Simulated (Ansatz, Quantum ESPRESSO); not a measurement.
# Mode couplings of TiCd in the Bh ordering in a second program

Wanted: phonons, linewidths and couplings of TiCd in the Bh ordering from a second program. The first relaxation steps of the session are not shown, so no cell shown is the starting entry, unless a step says so.

Method: DFT PBE, scalar-relativistic, plane waves, PAW, in the first sound run; inputs show where later runs differ, in Ansatz 0.2.0 and Quantum ESPRESSO 7.5.

Report form: the programs' logs are mostly left out.

The structure was built from a prototype and need not be the compound's stable phase.

### 1. The cell after earlier relaxation steps

It takes space group P-6m2 (No. 187, hexagonal). Conventional cell: a = 2.925 Å, b = 2.925 Å, c = 5.145 Å, α = 90.00°, β = 90.00°, γ = 120.00°. Nearest to Cd lie 6 Cd at 2.92 Å and 6 Ti at 3.08 Å. Nearest to Ti lie 6 Ti at 2.92 Å and 6 Cd at 3.08 Å. Farther neighbours are not listed.

### 2. Tight relaxation

Phonons are second derivatives about the minimum, so the remaining forces must be small: the thresholds are tightened. Earlier relaxation steps are not shown.

input.yaml

```yaml
crystal:
  lattice:
    - [2.9247385903, 0.0, 0.0]
    - [-1.4623692952, 2.5328979186, 0.0]
    - [0.0, 0.0, 5.1452631711]
  atoms:
    - { symbol: Cd, position: [0.3333333333, 0.6666666667, 0.25] }
    - { symbol: Ti, position: [0.6666666667, 0.3333333333, 0.75] }
kpoints:
  mp_grid: { grid: [12, 12, 6] }
hamiltonian:
  xc: pbe
scf:
  occupations: { method: methfessel_paxton, width: 0.2 }
output:
  forces: true
  stress: true
  eigenvalues: true
relax:
  adjacent_minimum: "off"
  f_tol: 0.001
  max_steps: 60
  cell: { stress_tol: 0.01 }
```

Run with:

```
$ ansatz run input.yaml --threads 4 --pin off --max-ram 8192MiB --backend cpu --events-out ev --progress --plain --runs-dir out
```

It took 6.7 s on 4 threads of Arm Neoverse V1, shared host; peak memory 0.41 GiB; 23 s of CPU time.

Little changed from the start: no atom moved by 0.005 Å and no cell edge by 0.1 %.

This step gave:

- pressure: -0.001275 GPa
- volume per atom: 19.04 Å³
- metallic on mesh: yes
- gap on the k-mesh: 0 eV

The largest force is now zero by symmetry and the largest stress component 0.0035 GPa.

### 3. Second program, ground state

ph.x needs a tightly converged ground state on the same k mesh; the cell is that of the step before.

This step: DFT PBE, scalar-relativistic, plane waves, GBRV ultrasoft pseudopotentials (Quantum ESPRESSO 7.5).

pw.in

```
&CONTROL
  calculation = 'scf'
  prefix      = 'x'
  outdir      = './tmp'
  pseudo_dir  = './pseudo'
  tprnfor     = .true.
  tstress     = .true.
/
&SYSTEM
  ibrav       = 4
  celldm(1)   = 5.52347273
  celldm(3)   = 1.76111167
  nat         = 2
  ntyp        = 2
  ecutwfc     = 45.0
  ecutrho     = 360.0
  occupations = 'smearing'
  smearing    = 'mp'
  degauss     = 0.01469973
  nbnd        = 22
/
&ELECTRONS
  conv_thr    = 1.0d-11
  mixing_beta = 0.5
/
ATOMIC_SPECIES
 Cd    112.4140  Cd.upf
 Ti     47.8670  Ti.upf
ATOMIC_POSITIONS crystal
 Cd     0.333333333   0.666666667   0.250000000
 Ti     0.666666667   0.333333333   0.750000000
K_POINTS automatic
 8 8 4 0 0 0
```

Run with:

```
$ OMP_NUM_THREADS=1 mpirun -n 4 pw.x -nk 4 -in pw.in > pw.x.log
```

Wall time 7.1 s (4 MPI ranks).

This step gave:

| Quantity | Value |
| --- | --- |
| pressure | -0.08333 GPa |

With these potentials, mesh and smearing the cell is at -0.083 GPa.

### 4. Second program, linear response: Methfessel–Paxton smearing of 0.2 eV

ph.x gives each mode's frequency and linewidth; λ of a mode follows from Gaussian double-delta sums over the k mesh, here at four widths.

ph.in

```
phonons and couplings
&INPUTPH
  prefix          = 'x'
  outdir          = './tmp'
  tr2_ph          = 1.0d-15
  fildyn          = 'x.dyn'
  fildvscf        = 'dvscf'
  ldisp           = .true.
  nq1             = 2
  nq2             = 2
  nq3             = 2
  electron_phonon = 'simple'
  el_ph_ngauss    = 0
  el_ph_sigma     = 0.00734986
  el_ph_nsigma    = 4
  alpha_mix(1)    = 0.5
  amass(1)        = 112.414
  amass(2)        = 47.867
/
```

Run with:

```
$ OMP_NUM_THREADS=1 mpirun -n 4 ph.x -nk 4 -in ph.in > ph.x.log
```

The job ended after 6.8 min (4 MPI ranks).

Numbers from this step:

- highest frequency, solved or plainly interpolated: 221.9 cm⁻¹

As ph.x prints them, no sum rule imposed; at the zone centre the sum is no linewidth. Double-delta sums:

| q1 | q2 | q3 | star | mode | omega (meV) | lambda_q, sigma 0.1 eV | lambda_q, sigma 0.2 eV | lambda_q, sigma 0.3 eV | lambda_q, sigma 0.4 eV | half width at sigma 0.2 (meV) |
| --- | --- | --- | --- | --- | --- | --- | --- | --- | --- | --- |
| 0 | 0 | 0 | 1 | 1 | -0.2522 | 0 | 0 | 0 | 0 | 8.27e-5 |
| 0 | 0 | 0 | 1 | 2 | -0.2522 | 0 | 0 | 0 | 0 | 8.27e-5 |
| 0 | 0 | 0 | 1 | 3 | 0.1357 | 0 | 0 | 0 | 0 | 8.27e-5 |
| 0 | 0 | 0 | 1 | 4 | 12.28 | 0.1575 | 0.0835 | 0.0508 | 0.0403 | 0.03565 |
| 0 | 0 | 0 | 1 | 5 | 12.28 | 0.1575 | 0.0835 | 0.0508 | 0.0403 | 0.03565 |
| 0 | 0 | 0 | 1 | 6 | 25.12 | 0 | 0.0011 | 0.0035 | 0.0064 | 0.002026 |
| 0 | 0 | -0.5 | 1 | 1 | 6.07 | 0.0885 | 0.1008 | 0.0702 | 0.0571 | 0.0105 |
| 0 | 0 | -0.5 | 1 | 2 | 6.07 | 0.0885 | 0.1008 | 0.0702 | 0.0571 | 0.0105 |
| 0 | 0 | -0.5 | 1 | 3 | 9.478 | 0.1463 | 0.166 | 0.1236 | 0.113 | 0.04223 |
| 0 | 0 | -0.5 | 1 | 4 | 9.478 | 0.1463 | 0.166 | 0.1236 | 0.113 | 0.04223 |
| 0 | 0 | -0.5 | 1 | 5 | 13.7 | 0.0398 | 0.0262 | 0.019 | 0.0172 | 0.01394 |
| 0 | 0 | -0.5 | 1 | 6 | 22.24 | 0.0167 | 0.0365 | 0.025 | 0.0194 | 0.05108 |
| 0 | -0.5 | 0 | 3 | 1 | -8.586 | -0.4628 | -1.369 | -2.118 | -2.412 | 0.2858 |
| 0 | -0.5 | 0 | 3 | 2 | 9.489 | 0.1117 | 0.0681 | 0.0689 | 0.0703 | 0.01737 |
| 0 | -0.5 | 0 | 3 | 3 | 10.81 | 0.0183 | 0.0427 | 0.0498 | 0.0501 | 0.01414 |
| 0 | -0.5 | 0 | 3 | 4 | 19.54 | 0.0366 | 0.1275 | 0.1692 | 0.1783 | 0.1379 |
| 0 | -0.5 | 0 | 3 | 5 | 21.72 | 0.0182 | 0.0176 | 0.0139 | 0.0126 | 0.02349 |
| 0 | -0.5 | 0 | 3 | 6 | 26.84 | 0.0173 | 0.0325 | 0.0643 | 0.0758 | 0.06629 |
| 0 | -0.5 | -0.5 | 3 | 1 | -11.03 | -0.0875 | -0.5988 | -1.156 | -1.319 | 0.2062 |
| 0 | -0.5 | -0.5 | 3 | 2 | 11.64 | 0.0085 | 0.0223 | 0.0181 | 0.0152 | 0.008561 |
| 0 | -0.5 | -0.5 | 3 | 3 | 12.82 | 0.0507 | 0.1008 | 0.1707 | 0.1948 | 0.04698 |
| 0 | -0.5 | -0.5 | 3 | 4 | 19.04 | 0.0815 | 0.2331 | 0.2352 | 0.2202 | 0.2392 |
| 0 | -0.5 | -0.5 | 3 | 5 | 20.21 | 0.0011 | 0.0077 | 0.0226 | 0.0295 | 0.008933 |
| 0 | -0.5 | -0.5 | 3 | 6 | 27.51 | 0.0089 | 0.0389 | 0.0717 | 0.088 | 0.08346 |

### 5. Resistivity: Methfessel–Paxton smearing of 0.2 eV

A first run on coarse meshes.

This step: DFT PBE, scalar-relativistic, plane waves, PAW (Ansatz 0.2.0).

input.yaml

```yaml
crystal:
  lattice:
    - [2.9228958948, 0.0, 0.0]
    - [-1.4614479474, 2.5313020975, 0.0]
    - [0.0, 0.0, 5.1475460706]
  atoms:
    - { symbol: Cd, position: [0.3333333333, 0.6666666667, 0.25] }
    - { symbol: Ti, position: [0.6666666667, 0.3333333333, 0.75] }
kpoints:
  mp_grid: { grid: [6, 6, 4] }
hamiltonian:
  xc: pbe
scf:
  occupations: { method: methfessel_paxton, width: 0.2 }
output:
  eigenvalues: true
phonons:
  method: dfpt
  qmesh: [2, 2, 2]
  temperatures: { t_max: 1000, t_step: 50 }
  qpath:
    path:
      - [[0.0, 0.0, 0.0], [0.5, 0.0, 0.0], [0.33333333, 0.33333333, 0.0], [0.0, 0.0, 0.0], [0.0, 0.0, 0.5], [0.5, 0.0, 0.5], [0.33333333, 0.33333333, 0.5], [0.0, 0.0, 0.5]]
      - [[0.5, 0.0, 0.5], [0.5, 0.0, 0.0]]
      - [[0.33333333, 0.33333333, 0.5], [0.33333333, 0.33333333, 0.0]]
    npoints: 10
  electrical_resistivity:
    mesh: [12, 12, 8]
    temperatures: [20.0, 50.0, 77.0, 100.0, 150.0, 200.0, 300.0, 400.0, 600.0, 800.0]
  electron_occupations: "off"
```

Run with:

```
$ ansatz run input.yaml --threads 4 --pin off --max-ram 8192MiB --backend cpu --events-out ev --progress --plain --runs-dir out
```

Elapsed: 23 s, on 4 threads; peak memory 0.49 GiB.

The run ended with an error.

The program's message: “electrical resistivity: the mode of lowest frequency at the wavevector [0.0000, -0.5000, -0.5000] is imaginary, -215.80 cm⁻¹ (written negative): the force constants describe an unstable lattice; relax …”

The run stops because a mode is imaginary on the scattering mesh, where no scattering rate is defined; denser k meshes, other smearings and, between solved wavevectors, finer q meshes show whether the instability is real.

### 6. Ground state with pw.x

This step: DFT PBE, scalar-relativistic, plane waves, GBRV ultrasoft pseudopotentials (Quantum ESPRESSO 7.5).

pw.in: that of step 3 with these lines changed.

```diff
@@ -32,2 +32,2 @@
 K_POINTS automatic
- 8 8 4 0 0 0
+ 12 12 6 0 0 0
```

The mesh is denser.

Run with:

```
$ OMP_NUM_THREADS=1 mpirun -n 4 pw.x -nk 4 -in pw.in > pw.x.log
```

Run time: 13 s. Hardware: 4 MPI ranks; 52 s of CPU time.

Numbers from this step:

```
pressure : 0.1307 GPa
```

With these potentials, mesh and smearing the cell is at 0.13 GPa.

### 7. Phonons and couplings with ph.x: Methfessel–Paxton smearing of 0.2 eV

ph.in is that of step 4.

Run with:

```
$ OMP_NUM_THREADS=1 mpirun -n 4 ph.x -nk 4 -in ph.in > ph.x.log
```

Run time: 16 min. Hardware: 4 MPI ranks; 65 min of CPU time.

Numbers from this step:

| Item | Value |
| --- | --- |
| highest frequency, solved or plainly interpolated | 210.9 cm⁻¹ |

As ph.x prints them, no sum rule imposed; at the zone centre the sum is no linewidth. Double-delta sums:

| q1 | q2 | q3 | star | mode | omega (meV) | lambda_q, sigma 0.1 eV | lambda_q, sigma 0.2 eV | lambda_q, sigma 0.3 eV | lambda_q, sigma 0.4 eV | half width at sigma 0.2 (meV) |
| --- | --- | --- | --- | --- | --- | --- | --- | --- | --- | --- |
| 0 | 0 | 0 | 1 | 1 | -0.435 | 0 | 0 | 0 | 0 | 1.24e-4 |
| 0 | 0 | 0 | 1 | 2 | -0.435 | 0 | 0 | 0 | 0 | 1.24e-4 |
| 0 | 0 | 0 | 1 | 3 | -0.32 | 0 | 0 | 0 | 0 | 4.14e-5 |
| 0 | 0 | 0 | 1 | 4 | 12.23 | 0.1213 | 0.069 | 0.0478 | 0.04 | 0.03193 |
| 0 | 0 | 0 | 1 | 5 | 12.23 | 0.1213 | 0.069 | 0.0478 | 0.04 | 0.03193 |
| 0 | 0 | 0 | 1 | 6 | 25.18 | 0.003 | 0.0054 | 0.006 | 0.0079 | 0.01055 |
| 0 | 0 | -0.5 | 1 | 1 | 6.245 | 0.002 | 0.019 | 0.0367 | 0.044 | 0.002275 |
| 0 | 0 | -0.5 | 1 | 2 | 6.245 | 0.002 | 0.019 | 0.0367 | 0.044 | 0.002275 |
| 0 | 0 | -0.5 | 1 | 3 | 9.338 | 0.052 | 0.0814 | 0.1051 | 0.1088 | 0.02196 |
| 0 | 0 | -0.5 | 1 | 4 | 9.338 | 0.052 | 0.0814 | 0.1051 | 0.1088 | 0.02196 |
| 0 | 0 | -0.5 | 1 | 5 | 13.83 | 2.00e-4 | 0.0039 | 0.0106 | 0.0138 | 0.002275 |
| 0 | 0 | -0.5 | 1 | 6 | 22.77 | 9.00e-4 | 0.0051 | 0.0124 | 0.0171 | 0.008147 |
| 0 | -0.5 | 0 | 3 | 1 | -14.52 | -5.092 | -1.583 | -1.017 | -0.9093 | 1.033 |
| 0 | -0.5 | 0 | 3 | 2 | 9.7 | 0.0213 | 0.0385 | 0.052 | 0.06 | 0.01121 |
| 0 | -0.5 | 0 | 3 | 3 | 10.85 | 0.0553 | 0.0532 | 0.0516 | 0.0517 | 0.0194 |
| 0 | -0.5 | 0 | 3 | 4 | 18.68 | 0.2073 | 0.2531 | 0.2273 | 0.212 | 0.2733 |
| 0 | -0.5 | 0 | 3 | 5 | 21.76 | 0.0112 | 0.0088 | 0.0105 | 0.0114 | 0.01286 |
| 0 | -0.5 | 0 | 3 | 6 | 25.81 | 0.0717 | 0.0929 | 0.1008 | 0.0998 | 0.1916 |
| 0 | -0.5 | -0.5 | 3 | 1 | -14.9 | -3.9 | -1.219 | -0.9206 | -0.8446 | 0.8377 |
| 0 | -0.5 | -0.5 | 3 | 2 | 11.7 | 0.0035 | 0.0052 | 0.0089 | 0.011 | 0.002192 |
| 0 | -0.5 | -0.5 | 3 | 3 | 12.12 | 0.4867 | 0.1546 | 0.1236 | 0.1221 | 0.07031 |
| 0 | -0.5 | -0.5 | 3 | 4 | 19.3 | 0.1463 | 0.1774 | 0.2149 | 0.2142 | 0.2045 |
| 0 | -0.5 | -0.5 | 3 | 5 | 19.89 | 0.0106 | 0.024 | 0.0392 | 0.0448 | 0.0294 |
| 0 | -0.5 | -0.5 | 3 | 6 | 26.15 | 0.0813 | 0.0643 | 0.0871 | 0.0985 | 0.136 |

For the highest frequency, solved or plainly interpolated, step 4 gave 222 cm⁻¹; this run, with k-mesh 12×12×6, gives 211 cm⁻¹ (-5 %).

### 8. Outcome

```json
{
 "phonon run of the rows without a label of their own": "PBE, q 2×2×2, k 12×12×6"
}
```

What this shows: In the run with Methfessel–Paxton smearing of 0.2 eV: a mode at q = (0, -0.5, -0.5) is imaginary, 120i cm⁻¹, so the lattice is unstable on these meshes and at this level, and no λ is read from its Gaussian sums. Under gradient-corrected functionals ph.x can misplace modes where the density is low; no frozen-phonon run checks these frequencies. The phonon runs are not spin-polarised. The structure was built by hand as an ordered model, and its stability against other phases was not tested.

[Logs are printed without paths, hosts, clocks, repeated set-up lines and the standing remarks that a program may print on its own settings, such as how far it seeks lower states.]

[Hosts, paths, dates, database ids (printed as entryN), source tags and the programs' standing remarks are cut or masked in the printed files.]
